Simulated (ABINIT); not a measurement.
## Completion of the band sum in GW: CdS (Greenockite)

Wanted: gap and time of CdS (Greenockite) with truncated and completed band sums.

Main program and level: ABINIT 10.8.3; PBE and many-body steps on it, plane waves.

The database entry behind the starting cell differs from other determinations of this structure, so it need not match the best structure at room temperature.

**1. Set-up**

It takes space group P6_3mc (No. 186, hexagonal). The conventional cell has a = 4.150 Å, b = 4.150 Å, c = 6.737 Å, α = 90.00°, β = 90.00°, γ = 120.00°. Nearest to Cd lie 4 S at 2.53 to 2.54 Å. Nearest to S lie 4 Cd at 2.53 to 2.54 Å. Farther neighbours, and contacts between anions beyond the nearest, are not listed.

The cell and positions come from the Crystallography Open Database and are kept as given unless a step says otherwise.

**2. Empty states on the mesh, 3×3×2 mesh, 181 bands**

This step: ABINIT 10.8.3; DFT, PBE, plane waves, norm-conserving pseudopotentials.

The sums over transitions need many empty states on a uniform mesh; this step solves for them.

Input file run.abi:

```
acell 3*1.0 Angstrom
rprim 
  4.149999999997 0.000000000001 0.000000000000
  -2.074999999999 3.594005425702 0.000000000000
  0.000000000000 0.000000000000 6.737000000000
ntypat 2
znucl 48 16
natom 4
typat 1 1 2 2
xred 
  0.333333333333 0.666666666667 0.000000000000
  0.666666666667 0.333333333333 0.500000000000
  0.333333333333 0.666666666667 0.375000000000
  0.666666666667 0.333333333333 0.875000000000
pp_dirpath "pseudos"
pseudos "Cd.upf, S.upf"
ecut 47
ngkpt 3 3 2
nshiftk 1
shiftk 0 0 0
kptopt 1
chksymbreak 0
iscf -2
irdden 1
istwfk *1
nband 181
nbdbuf 16
tolwfr 1e-09
nstep 60
prtvol 0
indata_prefix "in"
outdata_prefix "out"
tmpdata_prefix "tmp"
```

Command:

```
OMP_NUM_THREADS=1 mpirun -n 4 abinit run.abi > log
```

Output:

```text
.Version 10.8.3 of ABINIT. v10.8.2 released Aug 2026.

 Symmetries : space group P6_3 m c (#186); Bravais hP (primitive hexag.)
[... echo of the input left out ...]
== DATASET  1 ==================================================================
-   mpi_nproc: 4, omp_nthreads: 1 (-1 if OMP is not activated)

--- !DatasetInfo
iteration_state: {dtset: 1, }
dimensions: {natom: 4, nkpt: 6, mband: 181, nsppol: 1, nspinor: 1, nspden: 1, mpw: 10458, }
cutoff_energies: {ecut:  47.0, pawecutdg:  -1.0, }
[...]
2.51867    2.57043    2.57043    2.57528    2.57615    2.57668    2.57668    2.64692
   2.66863    2.69688    2.69689    2.70042    2.72274    2.72280    2.74061    2.74083
   2.75403    2.76339    2.76344    2.77884    2.78103
 prteigrs : prtvol=0 or 1, do not print more k-points.

== END DATASET(S) ==============================================================
================================================================================

 -outvars: echo values of variables after computation  --------
            nband         181
             nkpt           6
          spgroup         186
 [... the other variables as echoed above ...]

 Calculation completed.
```

It took 4.4 min on 4 MPI ranks of Intel Xeon 6975P-C (Granite Rapids), shared host; peak memory 0.59 GiB; 18 min of CPU time.

Numbers from this step:

| Item | Value |
| --- | --- |
| gap | 1.196 eV |
| k of the valence top | 0, 0, 0 |
| k of the conduction bottom | 0, 0, 0 |
| least direct gap | 1.196 eV |
| k points computed | 6 |
| lowest point of the top converged band, above the valence top | 65.1854 eV |

On this mesh the gap is 1.196 eV.

The density comes from a self-consistent run that is not shown.

**3. Screening, 3×3×2 mesh, 165 bands, screening to 152.4 eV**

The RPA dielectric matrix is built and inverted for each q.

This step: RPA screening on PBE, plane waves, norm-conserving pseudopotentials.

Changes to run.abi since step 2:

```diff
@@ -22,10 +22,11 @@
 chksymbreak 0
-iscf -2
-irdden 1
 istwfk *1
-nband 181
-nbdbuf 16
-tolwfr 1e-09
-nstep 60
-prtvol 0
+occopt 1
+irdwfk 1
+optdriver 3
+nband 165
+ecuteps 5.6
+inclvkb 2
+awtr 1
+symchi 1
 indata_prefix "in"
```

Output:

```text
.Version 10.8.3 of ABINIT. v10.8.2 released Aug 2026.

 Symmetries : space group P6_3 m c (#186); Bravais hP (primitive hexag.)
[... echo of the input left out ...]
== DATASET  1 ==================================================================
-   mpi_nproc: 4, omp_nthreads: 1 (-1 if OMP is not activated)

--- !DatasetInfo
iteration_state: {dtset: 1, }
dimensions: {natom: 4, nkpt: 6, mband: 165, nsppol: 1, nspinor: 1, nspden: 1, mpw: 10458, }
cutoff_energies: {ecut:  47.0, pawecutdg:  -1.0, }
electrons: {nelect:   5.20000000E+01, charge:   0.00000000E+00, occopt:   1.00000000E+00, tsmear:   1.00000000E-02, }

 SCREENING: Calculation of the susceptibility and dielectric matrices

 Based on a program developped by R.W. Godby, V. Olevano, G. Onida, and L. Reining.
 Incorporated in ABINIT by V. Olevano, G.-M. Rignanese, and M. Torrent.
.Using double precision arithmetic ; gwpc =  8

[... cell and pseudopotentials left out ...]
--------------------------------------------------------------------------------

 ==== K-mesh for the wavefunctions ====
 Number of points in the irreducible wedge :     6
[... list of points left out ...]
 Together with 12 symmetry operations and time-reversal symmetry
 yields    18 points in the full Brillouin Zone.

 ==== Q-mesh for the screening function ====
 Number of points in the irreducible wedge :     6
[... list of points left out ...]
 Together with 12 symmetry operations and time-reversal symmetry
 yields    18 points in the full Brillouin Zone.

 setmesh: FFT mesh size selected  =    30x   30x   54
          total number of points  =        48600

 vcoul_init : cutoff-mode = AUXILIARY_FUNCTION
 q-points for optical limit:   1
     1)      0.000010    0.000020    0.000030

- screening: taking advantage of time-reversal symmetry
- Maximum band index for partially occupied states nbvw = 26
- Remaining bands to be divided among processors   nbcw = 139
- Number of bands treated by each node ~34

 Number of electrons calculated from density =   52.0000; Expected =   52.0000
 average of density, n =  0.076686
 r_s =    1.4602
 omega_plasma =   26.7124 [eV]

 calculating chi0 at frequencies [eV] :
  1    0.000000E+00    0.000000E+00
  2    0.000000E+00    2.671236E+01

--------------------------------------------------------------------------------
  q-point number  1        q = ( 0.000000, 0.000000, 0.000000) [r.l.u.]
--------------------------------------------------------------------------------
[... chi0 elements left out ...]
 For q-point:  0.000010 0.000020 0.000030
  dielectric constant =  13.4738
  dielectric constant without local fields =  14.2708

  Average fulfillment of the sum rule on Im[epsilon] for q-point    1 :     59.70  [%]
[... wings left out ...]
  q-point number  2        q = ( 0.333333, 0.000000, 0.000000) [r.l.u.]
--------------------------------------------------------------------------------
[... chi0 elements left out ...]
  Average fulfillment of the sum rule on Im[epsilon] for q-point    2 :     64.44  [%]

 [... 4 further q-points ...]
```

It took 2.2 min on 4 MPI ranks; peak memory 1.8 GiB; 9 min of CPU time.

Numbers from this step:

```yaml
eps_infinity_with_local_fields_on_this_mesh: 13.47
eps_infinity_without_local_fields_on_this_mesh: 14.27
plasma_frequency: 26.71 eV
plane_waves_in_the_screening_matrix: 403
```

Local fields lower ε∞ by 6 %. On a Γ-centred mesh this coarse the value itself is usually too large, while a short band sum pulls it down.

**4. 165 bands**

The self-energy is evaluated for the states that the input lists, and the quasiparticle equation is solved.

This step: G0W0 on PBE, plane waves, norm-conserving pseudopotentials.

Changes to run.abi since step 3:

```diff
@@ -25,8 +25,15 @@
 irdwfk 1
-optdriver 3
+optdriver 4
 nband 165
+gwcalctyp 0
+ecutsigx 47
+symsigma 1
+nkptgw 1
+kptgw 
+  0.0000000000 0.0000000000 0.0000000000
+bdgw 
+  25 28
 ecuteps 5.6
-inclvkb 2
-awtr 1
-symchi 1
+irdscr 1
+ppmodel 1
 indata_prefix "in"
```

Output:

```text
.Version 10.8.3 of ABINIT. v10.8.2 released Aug 2026.

 Symmetries : space group P6_3 m c (#186); Bravais hP (primitive hexag.)
[... echo of the input left out ...]
== DATASET  1 ==================================================================
-   mpi_nproc: 4, omp_nthreads: 1 (-1 if OMP is not activated)

--- !DatasetInfo
iteration_state: {dtset: 1, }
dimensions: {natom: 4, nkpt: 6, mband: 165, nsppol: 1, nspinor: 1, nspden: 1, mpw: 10458, }
cutoff_energies: {ecut:  47.0, pawecutdg:  -1.0, }
electrons: {nelect:   5.20000000E+01, charge:   0.00000000E+00, occopt:   1.00000000E+00, tsmear:   1.00000000E-02, }

 SIGMA: Calculation of the GW corrections

 Based on a program developped by R.W. Godby, V. Olevano, G. Onida, and L. Reining.
 Incorporated in ABINIT by V. Olevano, G.-M. Rignanese, and M. Torrent.
.Using double precision arithmetic ; gwpc =  8

[... cell and pseudopotentials left out ...]
--------------------------------------------------------------------------------

 ==== K-mesh for the wavefunctions ====
 Number of points in the irreducible wedge :     6
[... list of points left out ...]
 Together with 12 symmetry operations and time-reversal symmetry
 yields    18 points in the full Brillouin Zone.

 ==== Q-mesh for screening function ====
 Number of points in the irreducible wedge :     6
[... list of points left out ...]
 Together with 12 symmetry operations and time-reversal symmetry
 yields    18 points in the full Brillouin Zone.

 vcoul_init : cutoff-mode = AUXILIARY_FUNCTION
 q-points for optical limit:   1
     1)      0.000010    0.000020    0.000030
 setmesh: FFT mesh size selected  =    45x   45x   80
          total number of points  =       162000

 Number of electrons calculated from density =   52.0000; Expected =   52.0000
 average of density, n =  0.076686
 r_s =    1.4602
 omega_plasma =   26.7124 [eV]

 === KS Band Gaps ===
  >>>> For spin  1
   Minimum direct gap =   1.1956 [eV], located at k-point      :   0.0000  0.0000  0.0000
   Fundamental gap    =   1.1956 [eV], Top of valence bands at :   0.0000  0.0000  0.0000
                                       Bottom of conduction at :   0.0000  0.0000  0.0000
 SIGMA fundamental parameters:
 PLASMON POLE MODEL  1
 number of plane-waves for SigmaX                10383
 number of plane-waves for SigmaC and W            403
 number of plane-waves for wavefunctions         10383
 number of bands                                   165
 number of independent spin polarizations            1
 number of spinorial components                      1
 number of k-points in IBZ                           6
 number of q-points in IBZ                           6
 number of symmetry operations                      12
 number of k-points in BZ                           18
 number of q-points in BZ                           18
 number of frequencies for dSigma/dE                 9
 frequency step for dSigma/dE [eV]                0.25
 number of omega for Sigma on real axis              0
 max omega for Sigma on real axis  [eV]           0.00
 zcut for avoiding poles [eV]                     0.10

 EPSILON^-1 parameters (SCR file):
 dimension of the eps^-1 matrix on file            403
 dimension of the eps^-1 matrix used               403
 number of plane-waves for wavefunctions         10383
 number of bands                                   165
 number of q-points in IBZ                           6
 number of frequencies                               2
 number of real frequencies                          1
 number of imag frequencies                          1

 matrix elements of self-energy operator (all in [eV])

 Perturbative Calculation

--- !SelfEnergy_ee
iteration_state: {dtset: 1, }
kpoint     : [   0.000,    0.000,    0.000, ]
spin       : 1
KS_gap     :    1.196
QP_gap     :    2.035
Delta_QP_KS:    0.840
data: !SigmaeeData |
     Band     E0 <VxcDFT>   SigX SigC(E0)      Z dSigC/dE  Sig(E)    E-E0       E
       25   4.218 -15.295 -18.267   2.344   0.779  -0.284 -15.784  -0.489   3.729
       26   4.218 -15.295 -18.267   2.344   0.779  -0.284 -15.784  -0.489   3.729
       27   5.414 -10.655  -6.560  -3.663   0.813  -0.230 -10.304   0.351   5.765
       28   7.010 -11.001  -6.530  -3.889   0.814  -0.228 -10.527   0.475   7.485

== END DATASET(S) ==============================================================
================================================================================

 -outvars: echo values of variables after computation  --------
           etotal      0.0000000000E+00
            nband         165
             nkpt           6
          spgroup         186
 [... the other variables as echoed above ...]

 Calculation completed.
```

Wall time 13 s (4 MPI ranks); peak memory 1.5 GiB; 50 s of CPU time.

Numbers from this step:

- G0W0 gap on the mesh: 2.036 eV
- starting gap on the mesh: 1.196 eV
- k of the valence top: 0, 0, 0
- k of the conduction bottom: 0, 0, 0
- Z at the valence top: 0.779
- Z at the conduction bottom: 0.813
- least direct G0W0 gap on the computed points: 2.036 eV

The gap on the mesh goes from 1.20 eV to 2.04 eV, a correction of +0.84 eV.

**5. Screening, 3×3×2 mesh, 38 bands, screening to 152.4 eV**

This step: RPA screening on PBE, plane waves, norm-conserving pseudopotentials.

Changes to run.abi since step 4:

```diff
@@ -25,15 +25,8 @@
 irdwfk 1
-optdriver 4
-nband 165
-gwcalctyp 0
-ecutsigx 47
-symsigma 1
-nkptgw 1
-kptgw 
-  0.0000000000 0.0000000000 0.0000000000
-bdgw 
-  25 28
+optdriver 3
+nband 38
 ecuteps 5.6
-irdscr 1
-ppmodel 1
+inclvkb 2
+awtr 1
+symchi 1
 indata_prefix "in"
```

Output:

```text
.Version 10.8.3 of ABINIT. v10.8.2 released Aug 2026.

 Symmetries : space group P6_3 m c (#186); Bravais hP (primitive hexag.)
[... echo of the input left out ...]
== DATASET  1 ==================================================================
-   mpi_nproc: 4, omp_nthreads: 1 (-1 if OMP is not activated)

--- !DatasetInfo
iteration_state: {dtset: 1, }
dimensions: {natom: 4, nkpt: 6, mband: 38, nsppol: 1, nspinor: 1, nspden: 1, mpw: 10458, }
cutoff_energies: {ecut:  47.0, pawecutdg:  -1.0, }
electrons: {nelect:   5.20000000E+01, charge:   0.00000000E+00, occopt:   1.00000000E+00, tsmear:   1.00000000E-02, }

 SCREENING: Calculation of the susceptibility and dielectric matrices

 Based on a program developped by R.W. Godby, V. Olevano, G. Onida, and L. Reining.
 Incorporated in ABINIT by V. Olevano, G.-M. Rignanese, and M. Torrent.
.Using double precision arithmetic ; gwpc =  8

[... cell and pseudopotentials left out ...]
--------------------------------------------------------------------------------

 ==== K-mesh for the wavefunctions ====
 Number of points in the irreducible wedge :     6
[... list of points left out ...]
 Together with 12 symmetry operations and time-reversal symmetry
 yields    18 points in the full Brillouin Zone.

 ==== Q-mesh for the screening function ====
 Number of points in the irreducible wedge :     6
[... list of points left out ...]
 Together with 12 symmetry operations and time-reversal symmetry
 yields    18 points in the full Brillouin Zone.

 setmesh: FFT mesh size selected  =    30x   30x   54
          total number of points  =        48600

 vcoul_init : cutoff-mode = AUXILIARY_FUNCTION
 q-points for optical limit:   1
     1)      0.000010    0.000020    0.000030

- screening: taking advantage of time-reversal symmetry
- Maximum band index for partially occupied states nbvw = 26
- Remaining bands to be divided among processors   nbcw = 12
- Number of bands treated by each node ~3

 Number of electrons calculated from density =   52.0000; Expected =   52.0000
 average of density, n =  0.076686
 r_s =    1.4602
 omega_plasma =   26.7124 [eV]

 calculating chi0 at frequencies [eV] :
  1    0.000000E+00    0.000000E+00
  2    0.000000E+00    2.671236E+01

--------------------------------------------------------------------------------
  q-point number  1        q = ( 0.000000, 0.000000, 0.000000) [r.l.u.]
--------------------------------------------------------------------------------
[... chi0 elements left out ...]
 For q-point:  0.000010 0.000020 0.000030
  dielectric constant =  13.1613
  dielectric constant without local fields =  14.0038

  Average fulfillment of the sum rule on Im[epsilon] for q-point    1 :     13.33  [%]
[... wings left out ...]
  q-point number  2        q = ( 0.333333, 0.000000, 0.000000) [r.l.u.]
--------------------------------------------------------------------------------
[... chi0 elements left out ...]
  Average fulfillment of the sum rule on Im[epsilon] for q-point    2 :     18.59  [%]

 [... 4 further q-points ...]
```

Wall time 15 s (4 MPI ranks); peak memory 1.1 GiB.

This step gave:

```yaml
eps_infinity_with_local_fields_on_this_mesh: 13.16
eps_infinity_without_local_fields_on_this_mesh: 14.00
plasma_frequency: 26.71 eV
plane_waves_in_the_screening_matrix: 403
```

**6. 38 bands**

This step: G0W0 on PBE, plane waves, norm-conserving pseudopotentials.

Changes to run.abi since step 5:

```diff
@@ -25,8 +25,15 @@
 irdwfk 1
-optdriver 3
+optdriver 4
 nband 38
+gwcalctyp 0
+ecutsigx 47
+symsigma 1
+nkptgw 1
+kptgw 
+  0.0000000000 0.0000000000 0.0000000000
+bdgw 
+  25 28
 ecuteps 5.6
-inclvkb 2
-awtr 1
-symchi 1
+irdscr 1
+ppmodel 1
 indata_prefix "in"
```

Output:

```text
.Version 10.8.3 of ABINIT. v10.8.2 released Aug 2026.

 Symmetries : space group P6_3 m c (#186); Bravais hP (primitive hexag.)
[... echo of the input left out ...]
== DATASET  1 ==================================================================
-   mpi_nproc: 4, omp_nthreads: 1 (-1 if OMP is not activated)

--- !DatasetInfo
iteration_state: {dtset: 1, }
dimensions: {natom: 4, nkpt: 6, mband: 38, nsppol: 1, nspinor: 1, nspden: 1, mpw: 10458, }
cutoff_energies: {ecut:  47.0, pawecutdg:  -1.0, }
electrons: {nelect:   5.20000000E+01, charge:   0.00000000E+00, occopt:   1.00000000E+00, tsmear:   1.00000000E-02, }

 SIGMA: Calculation of the GW corrections

 Based on a program developped by R.W. Godby, V. Olevano, G. Onida, and L. Reining.
 Incorporated in ABINIT by V. Olevano, G.-M. Rignanese, and M. Torrent.
.Using double precision arithmetic ; gwpc =  8

[... cell and pseudopotentials left out ...]
--------------------------------------------------------------------------------

 ==== K-mesh for the wavefunctions ====
 Number of points in the irreducible wedge :     6
[... list of points left out ...]
 Together with 12 symmetry operations and time-reversal symmetry
 yields    18 points in the full Brillouin Zone.

 ==== Q-mesh for screening function ====
 Number of points in the irreducible wedge :     6
[... list of points left out ...]
 Together with 12 symmetry operations and time-reversal symmetry
 yields    18 points in the full Brillouin Zone.

 vcoul_init : cutoff-mode = AUXILIARY_FUNCTION
 q-points for optical limit:   1
     1)      0.000010    0.000020    0.000030
 setmesh: FFT mesh size selected  =    45x   45x   80
          total number of points  =       162000

 Number of electrons calculated from density =   52.0000; Expected =   52.0000
[...]
number of k-points in IBZ                           6
 number of q-points in IBZ                           6
 number of symmetry operations                      12
 number of k-points in BZ                           18
 number of q-points in BZ                           18
 number of frequencies for dSigma/dE                 9
 frequency step for dSigma/dE [eV]                0.25
 number of omega for Sigma on real axis              0
 max omega for Sigma on real axis  [eV]           0.00
 zcut for avoiding poles [eV]                     0.10

 EPSILON^-1 parameters (SCR file):
 dimension of the eps^-1 matrix on file            403
 dimension of the eps^-1 matrix used               403
 number of plane-waves for wavefunctions         10383
 number of bands                                    38
 number of q-points in IBZ                           6
 number of frequencies                               2
 number of real frequencies                          1
 number of imag frequencies                          1

 matrix elements of self-energy operator (all in [eV])

 Perturbative Calculation

--- !SelfEnergy_ee
iteration_state: {dtset: 1, }
kpoint     : [   0.000,    0.000,    0.000, ]
spin       : 1
KS_gap     :    1.196
QP_gap     :    2.266
Delta_QP_KS:    1.071
data: !SigmaeeData |
     Band     E0 <VxcDFT>   SigX SigC(E0)      Z dSigC/dE  Sig(E)    E-E0       E
       25   4.218 -15.295 -18.267   3.402   0.778  -0.285 -14.961   0.334   4.553
       26   4.218 -15.295 -18.267   3.402   0.778  -0.285 -14.961   0.334   4.553
       27   5.414 -10.655  -6.560  -2.370   0.815  -0.227  -9.250   1.405   6.819
       28   7.010 -11.001  -6.530  -2.421   0.817  -0.224  -9.326   1.675   8.685

== END DATASET(S) ==============================================================
================================================================================

 -outvars: echo values of variables after computation  --------
           etotal      0.0000000000E+00
            nband          38
             nkpt           6
          spgroup         186
 [... the other variables as echoed above ...]

 Calculation completed.
```

Wall time 6.7 s (4 MPI ranks); peak memory 1.1 GiB; 26 s of CPU time.

This step gave:

```
G0W0 gap on the mesh                         : 2.266 eV
starting gap on the mesh                     : 1.196 eV
k of the valence top                         : 0, 0, 0
k of the conduction bottom                   : 0, 0, 0
Z at the valence top                         : 0.778
Z at the conduction bottom                   : 0.815
least direct G0W0 gap on the computed points : 2.266 eV
```

Against G0W0 in ABINIT (3×3×2 mesh, 165 bands, screening to 152.4 eV, Godby-Needs plasmon pole), the gap moves by +0.230 eV.

(Part 1 of 2 ends here.)

[Long decimals in the printed logs are rounded to 6 places.]

[Logs are printed without paths, hosts, clocks, repeated set-up lines and the standing remarks that a program may print on its own settings, such as how far it seeks lower states.]

[Paths, hosts, dates, memory and timing lines, banners, echoed tables and standing remarks are left out of the program output; an Ansatz launch command may be rebuilt from the run's recorded settings. Measured values are a selection of at most five: reports struck by readers or far from the other reports are left out. None is set beside runs whose start may be inverted or whose files or cutoffs have a known fault.]

[Runs of the session that timed out or met a known fault of the program may be left out.]

[Hosts, paths, dates, database ids (printed as entryN), source tags and the programs' standing remarks are cut or masked in the printed files.]

[G0W0 gaps are taken among the corrected bands and points alone; a level outside them can change the order at an edge.]

[Where Ansatz stands beside ABINIT at settings called matched, ABINIT's density can come from a denser mesh and the files from another edition; pairs whose starting gaps differed by over 0.03 eV were left out, so agreement reads better than it is.]
